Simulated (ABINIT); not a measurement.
# GaAs (F-43m): G0W0 with ABINIT, start to end

Wanted: ground state, empty states, screening and self-energy for GaAs (F-43m).

Method: PBE and many-body steps on it, plane waves, in ABINIT 10.8.3.

**Experimental background.**

- Gap 1.51 eV: band-edge emission energy from PL (direct gap at Gamma); photoluminescence, 633 nm excitation; 77 K; bulk crystal (MBE GaAs matrix around a thin InAs wetting layer on semi-insulating GaAs (100)) (“Photoluminescence of InAs/GaAs quantum dots under direct two-photon excitation”, 2020, pmc:7331710).

- Gap 1.418 ± 0.005 eV: direct gap E0 at Gamma from PR; modulated photoreflectance, low-field lineshape fit; 300 K; bulk crystal (semi-insulating GaAs(001) reference substrate) (“Evidence of valence band perturbations in GaAsN/GaAs(001): A combined variable-angle spectroscopic ellipsometry and modulated photoreflectance investigation”, 2008, arxiv:0805.2212).

- Gap 1.42 eV: fundamental direct gap E0 at Gamma, seen as sharp points in Psi and Delta; spectroscopic ellipsometry; 300 K; bulk crystal (semi-insulating GaAs (100) substrate) (“Ellipsometric study of the Electronic Structure of GaMnAs and LT-GaAs”, 2004, arxiv:cond-mat/0404304).

- Gap 1.42 eV: band-edge photoluminescence emission energy of the GaAs substrate; time-integrated photoluminescence; 300 K; bulk crystal ((001) GaAs substrate beneath GaBiAs epilayers) (“Investigation of the anisotropic electron g factor as a probe of the electronic structure of GaBixAs1-x/GaAs epilayers”, 2014, arxiv:1409.8467).

- Gap 1.412 ± 0.01 eV: direct gap E0 at Gamma from ellipsometry; variable-angle spectroscopic ellipsometry, parametric critical-point fit; 300 K; bulk crystal (semi-insulating GaAs(001) reference substrate with native oxide) (“Evidence of valence band perturbations in GaAsN/GaAs(001): A combined variable-angle spectroscopic ellipsometry and modulated photoreflectance investigation”, 2008, arxiv:0805.2212).

### Step 1. The structure

The structure is cubic, space group F-43m (No. 216). Conventional cell: a = 5.654 Å, b = 5.654 Å, c = 5.654 Å, α = 90.00°, β = 90.00°, γ = 90.00°. Nearest to Ga lie 4 As at 2.45 Å. As has 4 Ga at 2.45 Å nearest. Farther neighbours are not listed.

The cell and positions come from the Crystallography Open Database and are kept as given unless a step says otherwise.

### Step 2. Ground state

This step: ABINIT 10.8.3; DFT, PBE, plane waves, norm-conserving pseudopotentials.

The ground-state density comes first.

Contents of run.abi:

```
acell 3*1.0 Angstrom
rprim 
  0.000000000000 2.826850000000 2.826850000000
  2.826850000000 0.000000000000 2.826850000000
  2.826850000000 2.826850000000 0.000000000000
ntypat 2
znucl 31 33
natom 2
typat 1 2
xred 
  0.000000000000 0.000000000000 0.000000000000
  0.250000000000 0.250000000000 0.250000000000
pp_dirpath "pseudos"
pseudos "Ga.upf, As.upf"
ecut 45
ngkpt 6 6 6
nshiftk 1
shiftk 0 0 0
kptopt 1
chksymbreak 0
nband 27
occopt 1
tolvrs 1e-10
nstep 60
prtwf 0
optforces 0
optstress 0
indata_prefix "in"
outdata_prefix "out"
tmpdata_prefix "tmp"
```

Command:

```bash
$ OMP_NUM_THREADS=1 mpirun -n 4 abinit run.abi > log
```

Numbers of over 12 decimals in the logs are rounded to 6 here.

What it wrote:

```text
.Version 10.8.3 of ABINIT. v10.8.2 released Aug 2026.

 Symmetries : space group F-4 3 m (#216); Bravais cF (face-center cubic)
================================================================================
 Values of the parameters that define the memory need of the present run
     intxc =       0    ionmov =       0      iscf =       7    lmnmax =       6
     lnmax =       6     mgfft =      48  mpssoang =       3    mqgrid =    3001
     natom =       2  nloc_mem =       1    nspden =       1   nspinor =       1
    nsppol =       1      nsym =      24    n1xccc =    2501    ntypat =       2
    occopt =       1   xclevel =       2
-    mband =          27        mffmem =           1         mkmem =           4
       mpw =        4428          nfft =      110592          nkpt =          16
================================================================================
  Rough estimation (10% accuracy) of disk space for files :
================================================================================

--------------------------------------------------------------------------------
------------- Echo of variables that govern the present computation ------------
--------------------------------------------------------------------------------
 -outvars: echo values of preprocessed input variables --------
            acell      1.8897261259E+00  1.8897261259E+00  1.8897261259E+00 Bohr

      chksymbreak           0
             ecut      4.50000000E+01 Hartree
-          fftalg         312

              ixc     -101130
              kpt      0.00000000E+00  0.00000000E+00  0.00000000E+00
                       1.66666667E-01  0.00000000E+00  0.00000000E+00
                       3.33333333E-01  0.00000000E+00  0.00000000E+00
                       5.00000000E-01  0.00000000E+00  0.00000000E+00
                       1.66666667E-01  1.66666667E-01  0.00000000E+00
                       3.33333333E-01  1.66666667E-01  0.00000000E+00
                       5.00000000E-01  1.66666667E-01  0.00000000E+00
                      -3.33333333E-01  1.66666667E-01  0.00000000E+00
                      -1.66666667E-01  1.66666667E-01  0.00000000E+00
   [... 5 further rows ...]
                      -3.33333333E-01  3.33333333E-01  1.66666667E-01
                      -3.33333333E-01  5.00000000E-01  1.66666667E-01
         kptrlatt        6    0    0      0    6    0      0    0    6
          kptrlen      4.53281381E+01
P           mkmem           4
            natom           2
            nband          27
            ngfft          48      48      48
             nkpt          16
            nstep          60
             nsym          24
           ntypat           2
              occ      2.000000  2.000000  2.000000  2.000000  2.000000  2.000000
                       2.000000  2.000000  2.000000  2.000000  2.000000  2.000000
                       2.000000  2.000000  2.000000  2.000000  2.000000  2.000000
                       2.000000  2.000000  2.000000  2.000000  0.000000  0.000000
[...]
optforces           0
        optstress           0
            prtwf           0
            rprim      0.0000000000E+00  2.8268500000E+00  2.8268500000E+00
[...]
spgroup         216

           tolvrs      1.00000000E-10

             xred      0.0000000000E+00  0.0000000000E+00  0.0000000000E+00
[...]
znucl       31.00000   33.00000

================================================================================

 chkinp: Checking input parameters for consistency.

================================================================================
== DATASET  1 ==================================================================
-   mpi_nproc: 4, omp_nthreads: 1 (-1 if OMP is not activated)

--- !DatasetInfo
iteration_state: {dtset: 1, }
dimensions: {natom: 2, nkpt: 16, mband: 27, nsppol: 1, nspinor: 1, nspden: 1, mpw: 4428, }
cutoff_energies: {ecut:  45.0, pawecutdg:  -1.0, }
electrons: {nelect:   4.40000000E+01, charge:   0.00000000E+00, occopt:   1.00000000E+00, tsmear:   1.00000000E-02, }

 Real(R)+Recip(G) space primitive vectors, cartesian coordinates (Bohr,Bohr^-1):
 R(1)=  0.0000000  5.3419723  5.3419723  G(1)= -0.0935984  0.0935984  0.0935984
 R(2)=  5.3419723  0.0000000  5.3419723  G(2)=  0.0935984 -0.0935984  0.0935984
 R(3)=  5.3419723  5.3419723  0.0000000  G(3)=  0.0935984  0.0935984 -0.0935984
 Unit cell volume ucvol=  3.0488418E+02 bohr^3
 Angles (23,13,12)=  6.00000000E+01  6.00000000E+01  6.00000000E+01 degrees

 getcut: wavevector=  0.0000  0.0000  0.0000  ngfft=  48  48  48
         ecut(hartree)=     45.000   => boxcut(ratio)=   2.10404

--- Pseudopotential description ------------------------------------------------
- Ga Generated using ONCVPSP code by D. R. Hamann
- 31.00000  21.00000  171031                  znucl, zion, pspdat
12 -101130 2 -1 1902                          pspcod,pspxc,lmax,lloc,mmax
     nproj     2     2     2
  pspatm : epsatm=   21.85474337
         --- l  ekb(1:nproj) -->
[...]
pspatm: atomic psp has been read  and splines computed

- As Generated using ONCVPSP code by D. R. Hamann
- 33.00000  23.00000  171031                  znucl, zion, pspdat
12 -101130 2 -1 1358                          pspcod,pspxc,lmax,lloc,mmax
     nproj     2     2     2
  pspatm : epsatm=   24.77333152
         --- l  ekb(1:nproj) -->
[...]
pspatm: atomic psp has been read  and splines computed

   2.05163530E+03                                ecore*ucvol(ha*bohr**3)
--------------------------------------------------------------------------------

_setup2: Arith. and geom. avg. npw (full set) are    4396.153    4396.130

================================================================================

--- !BeginCycle
iteration_state: {dtset: 1, }
solver: {iscf: 7, nstep: 60, nline: 4, wfoptalg: 0, }
tolerances: {tolvrs: 1.00E-10, }

     iter   Etot(hartree)      deltaE(h)  residm     vres2
 ETOT  1  -551.03046146651    -5.510E+02 9.109E-01 1.435E+03
 ETOT  2  -553.19824534608    -2.168E+00 2.477E-02 2.566E+03
 ETOT  3  -553.54765832786    -3.494E-01 3.271E-02 3.191E+02
 ETOT  4  -553.56859560667    -2.094E-02 4.856E-03 1.481E+02
 ETOT  5  -553.58703702391    -1.844E-02 5.683E-04 1.915E+00
 ETOT  6  -553.58715212543    -1.151E-04 3.854E-05 6.968E-01
 ETOT  7  -553.58724571705    -9.359E-05 3.828E-06 9.701E-03
 ETOT  8  -553.58724688351    -1.166E-06 1.260E-06 5.277E-04
 ETOT  9  -553.58724687676     6.753E-09 8.972E-07 5.197E-04
 ETOT 10  -553.58724695068    -7.392E-08 3.128E-07 1.448E-07
 ETOT 11  -553.58724695072    -4.195E-11 3.029E-07 5.961E-09
 ETOT 12  -553.58724695070     1.910E-11 1.090E-07 4.989E-10
 ETOT 13  -553.58724695071    -9.663E-12 1.174E-07 1.973E-11

 At SCF step   13       vres2   =  1.97E-11 < tolvrs=  1.00E-10 =>converged.

--- !ResultsGS
iteration_state: {dtset: 1, }
comment   : Summary of ground state results
lattice_vectors:
- [  0.0000000,   5.3419723,   5.3419723, ]
- [  5.3419723,   0.0000000,   5.3419723, ]
- [  5.3419723,   5.3419723,   0.0000000, ]
lattice_lengths: [   7.55469,    7.55469,    7.55469, ]
lattice_angles: [ 60.000,  60.000,  60.000, ] # degrees, (23, 13, 12)
lattice_volume:   3.0488418E+02
convergence: {deltae: -9.663E-12, res2:  1.973E-11, residm:  1.174E-07, diffor:  0.000E+00, }
etotal    :  -5.53587247E+02
entropy   :   0.00000000E+00
fermie    :   2.08235878E-01
cartesian_stress_tensor: null
pressure_GPa: null
xred      :
- [  0.0000E+00,   0.0000E+00,   0.0000E+00, Ga]
- [  2.5000E-01,   2.5000E-01,   2.5000E-01, As]
cartesian_forces: null
force_length_stats: {min: null, max: null, mean: null, }

 Integrated electronic density in atomic spheres:
 ------------------------------------------------
 Atom  Sphere_radius  Integrated_density
    1        2.00000         18.80846266
    2        2.00000         20.37373321
================================================================================

 ----iterations are completed or convergence reached----

 Mean square residual over all n,k,spin=   27.173E-11; max=  11.737E-08
 reduced coordinates (array xred) for    2 atoms
       0.000000000000      0.000000000000      0.000000000000
       0.250000000000      0.250000000000      0.250000000000
 rms dE/dt=  0.0000E+00; max dE/dt=  0.0000E+00; dE/dt below (all hartree)
    1       0.000000000000      0.000000000000      0.000000000000
    2       0.000000000000      0.000000000000      0.000000000000

 cartesian coordinates (angstrom) at end:
    1      0.000000     0.000000     0.000000
    2      1.413425     1.413425     1.413425
 length scales=  1.889726125908  1.889726125908  1.889726125908 bohr
              =  1.000000000000  1.000000000000  1.000000000000 angstroms
 prteigrs : about to open file out_EIG
 Fermi (or HOMO) energy (hartree) =   0.20824   Average Vxc (hartree)=  -0.36654
 Eigenvalues (hartree) for nkpt=  16  k points:
 kpt#   1, nband= 27, wtk=  0.00463, kpt=  0.0000  0.0000  0.0000 (reduced coord)
  -6.58411   -5.07879   -4.50242   -4.50242   -4.50242   -3.26559   -3.26559   -3.26559
  -1.08415   -1.08415   -1.08415   -1.08382   -1.08382   -0.33685   -0.33685   -0.33685
  -0.33402   -0.33402   -0.25960    0.20824    0.20824    0.20824    0.22690    0.34556
   0.34556    0.34556    0.48736
 prteigrs : prtvol=0 or 1, do not print more k-points.

--- !EnergyTerms
iteration_state     : {dtset: 1, }
comment             : Components of total free energy in Hartree
kinetic             :  2.56579599922981E+02
hartree             :  2.39359398107684E+02
xc                  : -5.35166848518870E+01
Ewald energy        : -2.44384754666974E+02
psp_core            :  6.72922843284988E+00
local_psp           : -6.21711725125364E+02
non_local_psp       : -1.36642308770002E+02
total_energy        : -5.53587246950713E+02
total_energy_eV     : -1.50638763976251E+04
band_energy         : -8.40153441810219E+01

== END DATASET(S) ==============================================================
================================================================================

 -outvars: echo values of variables after computation  --------
           etotal     -5.5358724695E+02
            nband          27
             nkpt          16
          spgroup         216
 [... the other variables as echoed above ...]

 Calculation completed.
```

Run time: 25 s. Hardware: 4 MPI ranks of Arm Neoverse V1, shared host; peak memory 0.35 GiB.

This step gave:

- total energy: -15063.8764 eV
- gap: 0.5078 eV
- k of the valence top: 0, 0, 0
- k of the conduction bottom: 0, 0, 0
- least direct gap: 0.5078 eV

The gap is direct, at Γ.

[end of part 1 of 3]

[Paths, hosts, dates, memory and timing lines, banners, echoed tables and standing remarks are left out of the program output.]

[Logs are printed without paths, hosts, clocks, repeated set-up lines and the standing remarks that a program may print on its own settings, such as how far it seeks lower states.]

[Runs of the session that timed out or met a known fault of the program may be left out.]

[No measured gap is set beside runs whose start may be inverted or whose files or cutoffs have a known fault.]

[Hosts, paths, dates, database ids (printed as entryN), source tags and the programs' standing remarks are cut or masked in the printed files.]

[G0W0 gaps are taken among the corrected bands and points alone; a level outside them can change the order at an edge.]

[Where Ansatz stands beside ABINIT at settings called matched, ABINIT's density can come from a denser mesh and the files from another edition; pairs whose starting gaps differed by over 0.03 eV were left out, so agreement reads better than it is.]
